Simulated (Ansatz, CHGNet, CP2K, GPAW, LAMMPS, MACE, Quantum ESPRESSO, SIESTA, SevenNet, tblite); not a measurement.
# GPAW runs on amorphous Si (114 atoms), part 2 of 2

How do the settings of GPAW change the result for amorphous Si (114 atoms)? A plane-wave run serves as the yardstick.

Program: GPAW 26.7.0; the method stands at each step. Banners, paths, timers and routine set-up lines are dropped from the logs unmarked, and long logs keep their key lines alone; longer cuts are marked.

So far. Step 3 (PBE, LCAO dzp, h 0.22 Å): Against the first run (5.7 %), the force difference from the reference is 5.6 %, at 0.76 times the CPU time: the change moves forces by 3.0 meV/Å r.m.s., so most of the difference comes from elsewhere. Step 4 (PBE, LCAO szp(dzp), h 0.2 Å): Against the first run (5.7 %), the force difference from the reference is 18 %, at 0.68 times the CPU time (on 1 against 2 cores), with 1026 basis functions against 1482: the smaller basis costs accuracy.

### Step 5. PBE, LCAO dzp, h 0.2 Å, other mixer settings

Method: Kohn-Sham DFT, PBE, PAW, atomic orbitals (dzp).

run.py reads:

```python
import numpy as np
from ase.io import read
from gpaw import GPAW, FermiDirac, Mixer
from ase.parallel import parprint as print

atoms = read("structure.xyz")
atoms.calc = GPAW(
    mode="lcao",
    basis="dzp",
    h=0.2,
    xc="PBE",
    kpts={"size": (1, 1, 1), "gamma": True},
    occupations=FermiDirac(0.05),
    mixer=Mixer(0.03, 7, 100),
    maxiter=200,
    symmetry={"point_group": False},
    txt="gpaw.txt",
)
energy = atoms.get_potential_energy(force_consistent=True)
forces = atoms.get_forces()
print(f"energy {energy:.6f} eV")
print("forces (eV/A)")
for i, (a, f) in enumerate(zip(atoms, forces)):
    print(f"{i:4d} {a.symbol:2s} {f[0]:10.5f} {f[1]:10.5f} {f[2]:10.5f}")
print(f"Fermi level {atoms.calc.get_fermi_level():.4f} eV")
for k in range(len(atoms.calc.get_ibz_k_points())):
    for s in range(atoms.calc.get_number_of_spins()):
        e = atoms.calc.get_eigenvalues(kpt=k, spin=s)
        n = np.searchsorted(e, atoms.calc.get_fermi_level())
        print(f"k {k} spin {s} levels about the Fermi level:", np.round(e[max(n - 6, 0):n], 4).tolist(), "|", np.round(e[n:n + 6], 4).tolist())
```

structure.xyz reads:

```xyz
114
Lattice="13.28010 0.00000 0.00000 0.00000 13.28010 0.00000 0.00000 0.00000 13.28010" Properties=species:S:1:pos:R:3 pbc="T T T"
[... 114 atom lines left out: the same atoms as in the first run ...]
```

On the command line:

```
OMP_NUM_THREADS=1 mpirun -np 2 gpaw python run.py > output.txt
```

What it wrote:

```text
energy -575.288313 eV
forces (eV/A)
   0 Si    0.21474    0.50419   -0.02182
   1 Si   -0.58885   -0.61472    0.44425
   2 Si    0.83128   -0.88987   -1.20010
   3 Si    0.50454    0.45072   -1.20174
   4 Si    1.11194   -0.64061   -0.79940
   5 Si   -0.01338   -1.05802   -0.31602
[...]
111 Si    0.43204    1.50808    0.59264
 112 Si   -1.17217    0.46462   -0.86702
 113 Si   -0.00019    0.07287    0.67751
Fermi level 5.2505 eV
k 0 spin 0 levels about the Fermi level: [4.7003, 4.7886, 4.8342, 4.974, 5.1206, 5.1959] | [5.2891, 5.489, 5.6244, 5.6789, 5.7688, 5.8331]
```

gpaw.txt:

```text
Input parameters:
  mode=LCAO(),
  basis={'default': 'dzp'},
  h=0.2,
  kpts=MonkhorstPack(size=(1, 1, 1), gamma=True),
  maxiter=200,
[... lines left out ...]
  occupations=Occupations(name='fermi-dirac', width=0.05, fixmagmom=False),
[... lines left out ...]
  Fermi-Dirac:
[... lines left out ...]
convergence criteria:
- Maximum [total energy] change in last 3 cyles: 0.0005 eV / valence electron
[... lines left out ...]
Converged in 24 steps
[... lines left out ...]
  Free energy:    -575.288313
[... lines left out ...]
Fermi level: 5.250
[... lines left out ...]
|        ... |               |           |
|        220 |         4.535 |     2.000 |
|        221 |         4.588 |     2.000 |
[...]
|        235 |         6.034 |     0.000 |
|        ... |               |           |
|        277 |         7.648 |     0.000 |
Gap: 0.093 eV
Transition (v -> c):
  (s=0, k=0, n=227, [0.00, 0.00, 0.00]) -> (s=0, k=0, n=228, [0.00, 0.00, 0.00])
No difference between direct/indirect transitions
Force computation time: 26.860  # s
```

Run time: 5.3 min. Hardware: 2 MPI ranks of Arm Neoverse V2, shared host; peak memory 2.8 GiB; 11 min of CPU time.

Against the reference:

```yaml
r_m_s_force_component: 0.8491 eV/Å
r_m_s_difference_of_force_components: 45.92 meV/Å
longest_difference_of_force_vectors: 168.4 meV/Å
force_difference_over_r_m_s_force: 5.649 %
slope_of_forces_against_the_reference_s: 1.044
correlation_of_force_components: 0.9994
energy_less_the_same_level_run_s: 0 meV/atom
r_m_s_force_difference_from_the_same_level_run: 0.805 meV/Å
```

Against the first run (5.7 %), the force difference from the reference is 5.6 %, at 1.3 times the CPU time: another solver or mixer reaches the same state.

### Step 6. PBE, LCAO sz(dzp), h 0.2 Å

Method: Kohn-Sham DFT, PBE, PAW, atomic orbitals (sz(dzp)).

run.py, as its differences from that of step 5:

```diff
@@ -2,4 +2,3 @@
 from ase.io import read
-from gpaw import GPAW, FermiDirac, Mixer
-from ase.parallel import parprint as print
+from gpaw import GPAW, FermiDirac
 
@@ -8,3 +7,3 @@
     mode="lcao",
-    basis="dzp",
+    basis="sz(dzp)",
     h=0.2,
@@ -13,3 +12,2 @@
     occupations=FermiDirac(0.05),
-    mixer=Mixer(0.03, 7, 100),
     maxiter=200,
```

structure.xyz is that of step 5.

On the command line:

```
OMP_NUM_THREADS=1 python run.py > output.txt
```

What it wrote:

```text
energy -494.840470 eV
forces (eV/A)
   0 Si    0.35740    0.83073   -0.17529
   1 Si   -0.50833   -0.59687    0.66357
   2 Si    1.07412   -1.32714   -1.76099
   3 Si    1.06925    0.62391   -1.30251
   4 Si    1.56898   -0.86441   -1.04168
   5 Si    0.09132   -1.36471   -0.51288
   6 Si   -0.79619   -0.10600   -2.15924
   7 Si    0.87573   -1.09735   -0.27162
   8 Si   -0.28071    1.54742    2.05891
   9 Si    2.19491   -0.37089   -1.29730
  10 Si    0.39696   -0.77125    0.06299
  11 Si   -4.94304    1.17510    0.88355
  12 Si   -0.04237   -1.00395   -1.75820
  13 Si   -0.63636    1.32634   -0.46001
  14 Si    1.07795   -1.03488    0.07568
  15 Si   -2.14706    2.35513   -0.61456
  16 Si    0.34183   -0.10610   -1.43937
  17 Si    0.31169    0.36494    0.52898
  18 Si    1.18523    1.14880    0.15869
  19 Si    0.74033    0.42265    0.24832
  20 Si    0.17503   -0.21772   -0.92937
  21 Si   -0.69088    1.84458    0.85714
  22 Si   -0.69500    0.57699    0.61954
  23 Si    0.59291    0.72842    0.28448
[...]
106 Si    0.10740    1.71490    0.51755
 107 Si    1.22796    0.91700    0.25853
 108 Si   -0.02439   -0.13847    0.94968
 109 Si   -0.10279   -0.75516   -1.12502
 110 Si   -0.81967   -0.11944    1.00969
 111 Si    0.50464    2.12763    0.48083
 112 Si   -1.48320    0.57950   -1.06935
 113 Si    0.08963    0.09858    1.04846
Fermi level 5.5190 eV
k 0 spin 0 levels about the Fermi level: [4.6993, 4.8212, 4.8841, 5.1747, 5.3511, 5.4035] | [5.6172, 5.8378, 5.9705, 6.1615, 6.2142, 6.3503]
```

gpaw.txt:

```text
Input parameters:
  mode=LCAO(),
  basis={'default': 'sz(dzp)'},
  h=0.2,
  kpts=MonkhorstPack(size=(1, 1, 1), gamma=True),
  maxiter=200,
  occupations=Occupations(name='fermi-dirac', width=0.05, fixmagmom=False),
  symmetry=Symmetry(point_group=False),
  xc=XC(name='PBE')
Unit cell  # Å
| periodic |         x |         y |         z |   lengths |    angles |
[... lines left out ...]
  Fermi-Dirac:
[... lines left out ...]
convergence criteria:
- Maximum [total energy] change in last 3 cyles: 0.0005 eV / valence electron
[... lines left out ...]
Converged in 15 steps
[... lines left out ...]
  Free energy:    -494.840470
  Extrapolated:   -494.798201
dipole moment: (83.673317, -23.026556, 0.987933)  # |e|*Ang
Fermi level: 5.519
Eigenvalues  # (at kpt = [0.000, 0.000, 0.000])
| band index |      eig [eV] | occ [0-2] |
|------------|---------------|-----------|
|          0 |        -7.465 |     2.000 |
|        ... |               |           |
|        220 |         4.532 |     2.000 |
|        221 |         4.649 |     2.000 |
[...]
|        235 |         6.592 |     0.000 |
|        ... |               |           |
|        277 |         8.601 |     0.000 |
Gap: 0.214 eV
Transition (v -> c):
  (s=0, k=0, n=227, [0.00, 0.00, 0.00]) -> (s=0, k=0, n=228, [0.00, 0.00, 0.00])
No difference between direct/indirect transitions
Force computation time: 9.797  # s
timing:  # [seconds]
  Total:  99.455  # ━━━━━━━━━━━━━━━━━━━━━━━━━━━━━━━━━━━━━━━━━━━━━━━━━━━━━━━━━
  Init:   10.194  # ━━━━━━
  SCF:    79.431  # ━━━━━━━━━━━━━━━━━━━━━━━━━━━━━━━━━━━━━━━━━━━━━╸
  Forces:  9.797  # ━━━━━╸
```

It took 1.7 min on 1 thread; peak memory 1.9 GiB.

Compared with the plane-wave run:

```
r.m.s. force component                  : 1.127 eV/Å
r.m.s. difference of force components   : 372.3 meV/Å
longest difference of force vectors     : 1263 meV/Å
force difference over r.m.s. force      : 45.8 %
slope of forces against the reference's : 1.357
correlation of force components         : 0.9784
```

This is a coarse setting, run to see what it loses.

Against the first run (5.7 %), the force difference from the reference is 46 %, at 0.20 times the CPU time (on 1 against 2 cores), with 456 basis functions against 1482: the smaller basis costs accuracy.

### Step 7. All runs compared

Differences are against the plane-wave reference, forces as r.m.s. over components; share is that over the reference's r.m.s. force, slope the least-squares factor from reference forces to these. Total energies of different programs have different zeros and aren't compared.

| run | Δ force, r.m.s. (meV/Å) | share (%) | slope | cores | CPU time | memory (GiB) |
| --- | --- | --- | --- | --- | --- | --- |
| reference | - | - | - | 4 | 18 min | 9.2 |
| GPAW PBE, LCAO dzp, h 0.2 Å | 46.1 | 5.67 | 1.044 | 2 | 8.4 min | 2.8 |
| GPAW PBE, LCAO dzp, h 0.22 Å (coarse) | 45.9 | 5.65 | 1.044 | 2 | 6.3 min | 2.1 |
| GPAW PBE, LCAO szp(dzp), h 0.2 Å (coarse) | 144 | 17.7 | 1.111 | 1 | 5.7 min | 2.5 |
| GPAW PBE, LCAO dzp, h 0.2 Å, other mixer settings | 45.9 | 5.65 | 1.044 | 2 | 11 min | 2.8 |
| GPAW PBE, LCAO sz(dzp), h 0.2 Å (coarse) | 372 | 45.8 | 1.357 | 1 | 1.7 min | 1.9 |

Rows marked coarse were listed beforehand as settings not expected to be converged; some can still land near the reference.

CPU time is summed over cores on a shared host, where runs went side by side, so it is rough. Symmetry, cutoffs, thresholds, outputs and thread counts weren't matched or tuned between programs; memory under MPI is the largest rank's times the ranks.

Within one program, basis, potentials and functional, energies share a zero. Each run against its twin at the usual cutoff or grid and solver:

| run | twin | Δ energy (meV/atom) | Δ force, r.m.s. (meV/Å) | CPU time over the twin's |
| --- | --- | --- | --- | --- |
| GPAW PBE, LCAO dzp, h 0.22 Å | LCAO dzp, h 0.2 Å | 2.29 | 2.96 | 0.76 |
| GPAW PBE, LCAO dzp, h 0.2 Å, other mixer settings | LCAO dzp, h 0.2 Å | 0 | 0.805 | 1.3 |

### Step 8. Results

```
nearest in forces : a tie at 5.6 % of 2 runs: GPAW PBE, LCAO dzp, h 0.22 Å (coarse); GPAW PBE, LCAO dzp, h 0.2 Å, other mixer settings
```

What this shows: The PBE runs in local orbitals, coarse settings apart, differ by 5.6 % (GPAW PBE, LCAO dzp, h 0.2 Å, other mixer settings) to 5.7 % (GPAW PBE, LCAO dzp, h 0.2 Å); basis, grid and potentials can all enter. Runs with settings chosen to be coarse differ by 5.6 % (GPAW PBE, LCAO dzp, h 0.22 Å) to 46 % (GPAW PBE, LCAO sz(dzp), h 0.2 Å), their programs' other errors included. Of the electronic-structure runs that take under half the reference's CPU time, GPAW PBE, LCAO dzp, h 0.22 Å is among the nearest, at 5.6 % in 6.3 min against 18 min. GPAW PBE, LCAO sz(dzp), h 0.2 Å stiffens the forces by a factor of 1.36 while following their directions (correlation 0.978); the slopes of the 5 GPAW runs lie between 1.04 and 1.36. The quench rate of 10 K/ps is many orders above laboratory rates, so the cell is likely richer in defects and strain than a real sample. The network of bonds at the start is that of the classical potential that made the cell, and needn't be the one that DFT or experiment would give. The electronic-structure runs sample only Γ, in a cell whose shortest periodic width is 13 Å, which is coarse for a cell with partly filled levels.

[Also dropped from logs without a mark: logging warnings of Python, and SIESTA's first energy breakdown and zero terms.]

[Logs are printed without paths, hosts, clocks, repeated set-up lines and the standing remarks that a program may print on its own settings, such as how far it seeks lower states.]

[Hosts, paths, dates, database ids (printed as entryN), source tags and the programs' standing remarks are cut or masked in the printed files.]
